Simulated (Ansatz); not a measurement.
# CoSi2 (Fm-3m): the Drude term of Re ε in the infrared

Re ε of CoSi2 (Fm-3m) at low photon energies is read from one computed spectrum; the carriers' damping was typed as γ = 0.2 eV.

The structure is cubic, space group Fm-3m (No. 225). Conventional cell: a = 5.356 Å, b = 5.356 Å, c = 5.356 Å, α = 90.00°, β = 90.00°, γ = 90.00°. Co on site a is surrounded by 8 Si at 2.32 Å. Si on site c has 4 Co at 2.32 Å as nearest neighbours.

Method: Ansatz 0.2.0, PBE, independent particles, k-mesh 13×13×13 with interpolation inside its cells, Gaussian parameter 0.1 eV.

Launch of the response step: `ansatz run input.yaml --threads 2 --pin off --max-ram 5120MiB --backend cpu --events-out ev --progress --plain --runs-dir out`. The run took 35 s, on 2 threads of Arm Neoverse V2 (shared host).

```tsv
photon energy E (eV)	wavelength (µm)	Re ε
0.25	4.96	?
0.30	4.13	-264.1
0.35	3.54	-206.8
0.40	3.10	-165.1
0.50	2.48	-113.2
0.60	2.07	-92.5
0.70	1.77	-78.3
```

A Drude term over a constant background gives Re ε = ε_b − ωp²/(E² + γ²), linear in 1/(E² + γ²).

Working, on the rows shown:

| x = 1/(E² + γ²) (eV⁻²) | y = Re ε |
| --- | --- |
| 7.69231 | -264.1 |
| 6.15385 | -206.8 |
| 5 | -165.1 |
| 3.44828 | -113.2 |
| 2.5 | -92.5 |
| 1.88679 | -78.3 |

Means: x̄ = 4.4469, ȳ = -153.33. Σ(x − x̄)(y − ȳ) = -807.9, Σ(x − x̄)² = 25.09. Slope = -807.9 / 25.09 = -32.19; intercept = ȳ − slope · x̄ = -10.173. The line misses the rows shown by at most 8.

What does the fit predict for the withheld row, and how well does it do?

At x = 9.7561 the line gives y = -324.26. The run gave -342.8, so the extrapolation is off by 19, 7 % of the range in the table. Beyond its data the fit drifts from the curve.

Refitted with all rows, the slope is -33.91 and the intercept -3.904. These give ωp = √(−slope) = 5.82 eV, against 6.31 eV from the program's Fermi-surface sum, and an intercept of -3.9. Taking the program's Drude term off the rows leaves 46 at the lowest energy and -3 at the highest, so the background isn't constant: interband transitions lie in or near the window, and neither fitted number can be trusted. The cell comes from an older database entry, whose edges can be off by a per cent or so. The values come from a sum over the points of one k-mesh and carry its error, which is largest for Fermi-surface quantities.

[Logs are printed without paths, hosts, clocks, repeated set-up lines and the standing remarks that a program may print on its own settings, such as how far it seeks lower states.]
